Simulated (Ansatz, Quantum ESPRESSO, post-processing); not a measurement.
# Screening and band shifts of Mo2CO2 MXene, 1 layer, part 6 of 7

How does Mo2CO2 MXene, 1 layer respond to a gate-like field without added charge?

Quantum ESPRESSO 7.5; plane-wave DFT, vdW-DF-cx, GBRV ultrasoft pseudopotentials made under PBE; geometry and cross-check by Ansatz 0.2.0 with PAW datasets.

So far. Step 14 (Density by pp.x): The density integrates to 44.000 electrons, as the 44 of the input ask. Step 19 (Cross-check with Ansatz: field 0.1 V/Å): At 0.1 V/Å Ansatz's dipole is 0.0251 e Å against 0.0252 from pw.x, under another functional.

## 20. Cross-check with Ansatz: field -0.1 V/Å

Level of this step: plane-wave DFT, PBE, Ansatz PAW (Ansatz).

The input, input.yaml:

```yaml
crystal:
  lattice:
    - [3.0919025789, 0.0, 0.0]
    - [-1.5459512894, 2.6776661793, 0.0]
    - [0.0, 0.0, 21.5190393187]
  atoms:
    - { symbol: O, position: [0.3333333333, 0.6666666667, 0.3960622576] }
    - { symbol: Mo, position: [0.6666666667, 0.3333333333, 0.4480571325] }
    - { symbol: C, position: [0.0, 0.0, 0.4999999995] }
    - { symbol: Mo, position: [0.3333333333, 0.6666666667, 0.5519428622] }
    - { symbol: O, position: [0.6666666667, 0.3333333333, 0.6039377482] }
kpoints:
  mp_grid: { grid: [12, 12, 1] }
hamiltonian:
  xc: pbe
scf:
  occupations: { method: fermi_dirac, width: 0.054 }
  convergence: { dr2_threshold: 1.0e-09 }
efield:
  axis: 3
  dipole_correction: true
  ramp_position: 0.97
  ramp_width: 0.04
  amplitude: -0.1
output:
  write_potential: true
  write_density: true
  volumetric_format: npy
```

Started as:

```bash
$ ansatz run input.yaml --threads 4 --pin off --max-ram 8192MiB --backend cpu --events-out ev --progress --plain --runs-dir out
```

Numbers of over 12 decimals in the logs are rounded to 6 here.

The log of the run:

```text
[...]
Crystal: 5 atoms, lattice volume = 178.158 Å³
Basis set: ecut = 420 eV, 3479 PW (Γ)
Bands: 27, of which v1, the nominal top of the filled ones, is band 22 counted from 1 (21 counted from 0)
Symmetry: 6 space group operations
k-points: 19 of 144 (time reversal used)
[...]
k-point 0: bands = [... 18 lower, -1.9808, -1.9808, -1.9014, -1.9014, -0.2411, 0.6334, 0.6334, 2.2082, ... 1 higher]
  k-point 1: bands = [... 18 lower, -2.6663, -1.9180, -1.4652, -1.2166, -0.1916, 0.7273, 0.7808, 2.2052, ... 1 higher]
  k-point 2: bands = [... 18 lower, -3.1902, -2.0673, -1.4625, -0.6898, 0.2171, 0.9913, 1.0850, 2.1426, ... 1 higher]
  k-point 18: bands = [... 18 lower, -3.6522, -3.6419, -0.2621, -0.1335, -0.1330, 1.8127, 1.8170, 2.4339, ... 1 higher]
[key lines of the parts left out:]
SCF converged after 13 iterations
Free energy (F): -11297.399043 eV
Fermi energy:    0.315488 eV
Dipole field:    D = -0.025467 V/Å  (p = -0.025074 e·Å, saw-weighted, corrected)
```

Elapsed: 6.9 s, on 4 threads of Arm Neoverse N1, shared host; peak memory 0.46 GiB.

Numbers from this step:

```
Fermi energy            : 0.3155 eV
dipole along the normal : -0.02507 e·Å
```

## 21. Dipole against field, Ansatz

Dipole along the normal, dipole moment against applied field:

```csv
applied field (V/Å),"dipole along the normal, dipole moment (e·Å)"
-0.1000,-0.0251
0.0000,3.1e-6
0.1000,0.0251
```

## 22. SCF with pw.x, with conv_thr = 1e-10 and nosym = True

A sensitivity test on the input.

Level of this step: plane-wave DFT, vdW-DF-cx, GBRV ultrasoft pseudopotentials made under PBE (Quantum ESPRESSO 7.5). input_dft overrides the functional of the files.

The input, f1.w0.in:

```
&control
  prefix = 'f1.w0'
  outdir = './out'
  pseudo_dir = './pseudo'
  calculation = 'scf'
  tprnfor = .true.
  tefield = .true.
  dipfield = .true.
/
&system
  ibrav = 0
  nat = 5
  ntyp = 3
  ecutwfc = 40
  ecutrho = 200
  input_dft = 'vdw-df-cx'
  occupations = 'smearing'
  smearing = 'fd'
  degauss = 0.004
  edir = 3
  emaxpos = 0.97
  eopreg = 0.04
  eamp = 0.00194469
  nosym = .true.
/
&electrons
  conv_thr = 1e-10
  mixing_beta = 0.4
  electron_maxstep = 120
  mixing_mode = 'plain'
/
ATOMIC_SPECIES
  O   15.9990  o_pbe_v1.2.uspp.F.UPF
  Mo  95.9500  mo_pbe_v1.uspp.F.UPF
  C   12.0110  c_pbe_v1.2.uspp.F.UPF
CELL_PARAMETERS angstrom
  3.09190257887328 0.00000000000000 0.00000000000000
  -1.54595128943664 2.67766617933088 -0.00000000000000
  0.00000000000000 -0.00000000000000 21.51903931870000
ATOMIC_POSITIONS crystal
  O   0.333333333333 0.666666666667 0.396062257604
  Mo  0.666666666667 0.333333333333 0.448057132490
  C   0.000000000000 0.000000000000 0.499999999456
  Mo  0.333333333333 0.666666666667 0.551942862246
  O   0.666666666667 0.333333333333 0.603937748203
K_POINTS automatic
  12 12 1 0 0 0
```

Started as:

```bash
$ OMP_NUM_THREADS=1 mpirun -n 4 pw.x -nk 4 -in f1.w0.in > f1.w0.out
```

The log of the run:

```text
[banner, memory and clock lines left out]
Program PWSCF v.7.5 starts
[citation notice left out]

[...]
bravais-lattice index     =            0
     lattice parameter (alat)  =       5.8428  a.u.
     unit-cell volume          =    1202.2692 (a.u.)^3
     number of atoms/cell      =            5
     number of atomic types    =            3
     number of electrons       =        44.00
     number of Kohn-Sham states=           26
     kinetic-energy cutoff     =      40.0000  Ry
     charge density cutoff     =     200.0000  Ry
     scf convergence threshold =      1.0E-10
     mixing beta               =       0.4000
     number of iterations used =            8  plain     mixing
     Exchange-correlation= VDW-DF-CX
                           (   1   4  27   0   1   0   0)

[...]
PseudoPot. # 1 for O  read from file:
     ./pseudo/o_pbe_v1.2.uspp.F.UPF
     Pseudo is Ultrasoft + core correction, Zval =  6.0
     Generated by new atomic code, or converted to UPF format
     Using radial grid of  737 points,  5 beta functions with:
                l(1) =   0
                l(2) =   0
                l(3) =   1
                l(4) =   1
                l(5) =   2
     Q(r) pseudized with  8 coefficients,  rinner =    0.900   0.900   0.900
                                                       0.900   0.900

     PseudoPot. # 2 for Mo read from file:
     ./pseudo/mo_pbe_v1.uspp.F.UPF
     Pseudo is Ultrasoft + core correction, Zval = 14.0
     Generated by new atomic code, or converted to UPF format
     Using radial grid of  889 points,  6 beta functions with:
                l(1) =   0
                l(2) =   0
                l(3) =   1
                l(4) =   1
                l(5) =   2
                l(6) =   2
     Q(r) pseudized with  6 coefficients,  rinner =    1.000   1.000   1.000
                                                       1.000   1.000

     PseudoPot. # 3 for C  read from file:
     ./pseudo/c_pbe_v1.2.uspp.F.UPF
     Pseudo is Ultrasoft + core correction, Zval =  4.0
     Generated by new atomic code, or converted to UPF format
     Using radial grid of  721 points,  4 beta functions with:
                l(1) =   0
                l(2) =   0
                l(3) =   1
                l(4) =   1
     Q(r) pseudized with  8 coefficients,  rinner =    1.100   1.100   1.100

     atomic species   valence    mass     pseudopotential
     O                 6.00    15.99900     O ( 1.00)
     Mo               14.00    95.95000     Mo( 1.00)
     C                 4.00    12.01100     C ( 1.00)

     No symmetry found

[...]
number of k points=    74  Fermi-Dirac smearing, width (Ry)=  0.0040
[...]
Dense  grid:    57393 G-vectors     FFT dimensions: (  27,  27, 192)

     Smooth grid:    41101 G-vectors     FFT dimensions: (  24,  24, 180)

     Check: negative core charge=   -0.000001

     Initial potential from superposition of free atoms

     starting charge      43.9978, renormalised to      44.0000

     negative rho (up, down):  4.157E-03 0.000E+00

     %%%%%%%%%%%%%%%%%%%%%%%%%%%%%%%%%%%%%%%%%%%%%%%%%%%%%%%%%%%%%%%%%%%%%%%%
     %                                                                      %
     % You are using vdW-DF, which was implemented by the Thonhauser group. %
     % possible and the two reviews that describe the various versions:     %
     %                                                                      %
     %                                                                      %
     % If you are calculating stress with vdW-DF, please also cite:         %
     %                                                                      %
     %                                                                      %
     %%%%%%%%%%%%%%%%%%%%%%%%%%%%%%%%%%%%%%%%%%%%%%%%%%%%%%%%%%%%%%%%%%%%%%%%

     %%%%%%%%%%%%%%%%%%%%%%%%%%%%%%%%%%%%%%%%%%%%%%%%%%%%%%%%%%%%%%%%%%%%%%%%
     %                                                                      %
     %  vdW-DF NEWS:                                                        %
     %                                                                      %
     %  * vdW-DF3 is now available. DOI: 10.1021/acs.jctc.0c00471           %
     %    use with input_dft = 'vdW-DF3-opt1' or 'vdW-DF3-opt2'             %
     %                                                                      %
     %  * Unscreened and range-separated hybrid vdW-DF-cx functionals       %
     %    DOI: 10.1063/1.4986522 and 10.1088/1361-648X/ac2ad2               %
     %    use with input_dft = 'vdW-DF-cx0'    and 'vdW-DF-ahcx'            %
     %  * Unscreened and range-separated hybrid vdW-DF2-b86r functionals    %
     %    DOI: 10.1063/1.4986522 and DOI: 10.1103/PhysRevX.12.041003        %
     %    use with input_dft = 'vdW-DF2-br0' and 'vdW-DF2-ahbr'             %
     %                                                                      %
     %%%%%%%%%%%%%%%%%%%%%%%%%%%%%%%%%%%%%%%%%%%%%%%%%%%%%%%%%%%%%%%%%%%%%%%%

     Adding external electric field

     Computed dipole along edir(3) :
        Dipole               -0.0000 Ry au,         -0.0000 Debye
        Dipole field         -0.0000 Ry au,

        E field amplitude [Ha a.u.]:  1.9447E-03
        Potential amp.        0.1518 Ry
        Total length         39.0385 bohr

     Starting wfcs are   38 randomized atomic wfcs

     per-process dynamical memory:    83.1 Mb

     Self-consistent Calculation

     iteration #  1     ecut=    40.00 Ry     beta= 0.40
     Davidson diagonalization with overlap
     ethr =  1.00E-02,  avg # of iterations =  2.0

     negative rho (up, down):  4.389E-03 0.000E+00

     Adding external electric field

     Computed dipole along edir(3) :
        Dipole                0.3171 Ry au,          0.8061 Debye
        Dipole field          0.0033 Ry au,

        E field amplitude [Ha a.u.]:  1.9447E-03
        Potential amp.       -0.1070 Ry
        Total length         39.0385 bohr

     total energy              =    -354.19390796 Ry
     estimated scf accuracy    <       1.57483335 Ry

     iteration #  2     ecut=    40.00 Ry     beta= 0.40
[...]
negative rho (up, down):  4.507E-03 0.000E+00

[...]
Dipole               -0.7557 Ry au,         -1.9208 Debye
[...]
E field amplitude [Ha a.u.]:  1.9447E-03
[...]
total energy              =    -353.39541526 Ry
     estimated scf accuracy    <       9.99341737 Ry

     iteration #  3     ecut=    40.00 Ry     beta= 0.40
[...]
negative rho (up, down):  4.545E-03 0.000E+00

[...]
Dipole                0.0245 Ry au,          0.0623 Debye
[...]
E field amplitude [Ha a.u.]:  1.9447E-03
[...]
total energy              =    -353.43944796 Ry
     estimated scf accuracy    <      37.84698534 Ry

     iteration #  4     ecut=    40.00 Ry     beta= 0.40
[...]
negative rho (up, down):  4.469E-03 0.000E+00

[...]
Dipole                0.0323 Ry au,          0.0822 Debye
[...]
E field amplitude [Ha a.u.]:  1.9447E-03
[...]
total energy              =    -354.67889657 Ry
     estimated scf accuracy    <       0.61650122 Ry

     iteration #  5     ecut=    40.00 Ry     beta= 0.40
[...]
negative rho (up, down):  4.555E-03 0.000E+00

[...]
Dipole                0.0386 Ry au,          0.0981 Debye
[...]
E field amplitude [Ha a.u.]:  1.9447E-03
[...]
total energy              =    -354.68725090 Ry
     estimated scf accuracy    <       0.13057911 Ry

     iteration #  6     ecut=    40.00 Ry     beta= 0.40
[...]
negative rho (up, down):  4.731E-03 0.000E+00

[...]
Dipole                0.0528 Ry au,          0.1341 Debye
[...]
E field amplitude [Ha a.u.]:  1.9447E-03
[...]
total energy              =    -354.70143036 Ry
     estimated scf accuracy    <       0.01000495 Ry

[...]
iteration # 18     ecut=    40.00 Ry     beta= 0.40
[...]
negative rho (up, down):  4.839E-03 0.000E+00

[...]
Dipole                0.0476 Ry au,          0.1210 Debye
[...]
E field amplitude [Ha a.u.]:  1.9447E-03
[...]
total energy              =    -354.70293536 Ry
     estimated scf accuracy    <          5.1E-09 Ry

     iteration # 19     ecut=    40.00 Ry     beta= 0.40
[...]
negative rho (up, down):  4.839E-03 0.000E+00

[...]
Dipole                0.0476 Ry au,          0.1210 Debye
[...]
E field amplitude [Ha a.u.]:  1.9447E-03
[...]
total energy              =    -354.70293537 Ry
     estimated scf accuracy    <          2.1E-10 Ry

     iteration # 20     ecut=    40.00 Ry     beta= 0.40
[...]
negative rho (up, down):  4.839E-03 0.000E+00

[...]
Dipole                0.0476 Ry au,          0.1210 Debye
[...]
E field amplitude [Ha a.u.]:  1.9447E-03
[...]
total energy              =    -354.70293537 Ry
     estimated scf accuracy    <          1.9E-10 Ry

     iteration # 21     ecut=    40.00 Ry     beta= 0.40
[...]
negative rho (up, down):  4.839E-03 0.000E+00

[...]
Dipole                0.0476 Ry au,          0.1210 Debye
[...]
E field amplitude [Ha a.u.]:  1.9447E-03
[...]
End of self-consistent calculation

          k = 0.0000 0.0000 0.0000 (  5091 PWs)   bands (ev):

   -62.1599 -62.0518 -36.5849 -36.0266 -36.0266 -35.9797 -35.9306 -35.9306
   -18.6107 -18.4421 -12.2840  -7.4774  -6.5718  -6.5718  -4.8150  -4.8150
    -4.3891  -2.0787  -2.0426  -2.0426  -1.9439  -1.9439  -0.2946   0.5798
     0.5798   2.1628

          k = 0.0000 0.0962 0.0000 (  5103 PWs)   bands (ev):

   -62.1545 -62.0495 -36.5732 -36.0924 -36.0400 -35.9668 -35.9517 -35.9336
   -18.5653 -18.4175 -12.3044  -7.3578  -6.5475  -6.4799  -5.0148  -4.7661
    -4.2434  -2.9249  -2.7204  -1.9681  -1.5185  -1.2673  -0.2448   0.6746
     0.7294   2.1722

[...]
the Fermi energy is     0.2628 ev

!    total energy              =    -354.70293536 Ry
     estimated scf accuracy    <          7.9E-12 Ry
     smearing contrib. (-TS)   =      -0.00144633 Ry
     internal energy E=F+TS    =    -354.70148904 Ry

     The total energy is F=E-TS. E is the sum of the following terms:
     one-electron contribution =   -3212.08289838 Ry
     hartree contribution      =    1606.68311453 Ry
     xc contribution           =     -56.68421521 Ry
     ewald contribution        =    1307.38267154 Ry
     electric field correction =      -0.00016150 Ry

     convergence has been achieved in  21 iterations

     negative rho (up, down):  4.839E-03 0.000E+00

     Forces acting on atoms (cartesian axes, Ry/au):

     atom    1 type  1   force =     0.00000001    0.00000001    0.00638447
     atom    2 type  2   force =     0.00000000   -0.00000001    0.00534315
     atom    3 type  3   force =    -0.00000000    0.00000000   -0.00022049
     atom    4 type  2   force =     0.00000000    0.00000000   -0.00298516
     atom    5 type  1   force =    -0.00000001   -0.00000000   -0.00852197

     Total force =     0.012284     Total SCF correction =     0.000020

[...]
```

It took 3.5 min on 4 MPI ranks; peak memory 0.9 GiB; 14 min of CPU time.

Beside the run it was changed from:

```
                     quantity   this run  unchanged run  difference
dipole along the normal (e·Å)    0.02519        0.02521     -2.1e-5
             free energy (eV)  -4825.979      -4825.979     -2.7e-7
                wall time (s)        209            159            
               SCF iterations         21             13
```

The free energy moves by -5.4e-05 meV an atom.

This run starts from superposed atoms, the unchanged one from a saved density, so their iteration counts don't compare.

The physical values in this table move by up to 0.083 %.

[end of part 6 of 7]

[Logs are printed without paths, hosts, clocks, repeated set-up lines and the standing remarks that a program may print on its own settings, such as how far it seeks lower states.]

[Hosts, paths, dates, database ids (printed as entryN), source tags and the programs' standing remarks are cut or masked in the printed files.]

[Maps of the electrostatic potential energy from Ansatz leave out the sawtooth potential of an applied field or a dipole correction, so their vacuum need not be flat; planar profiles and work functions include it.]
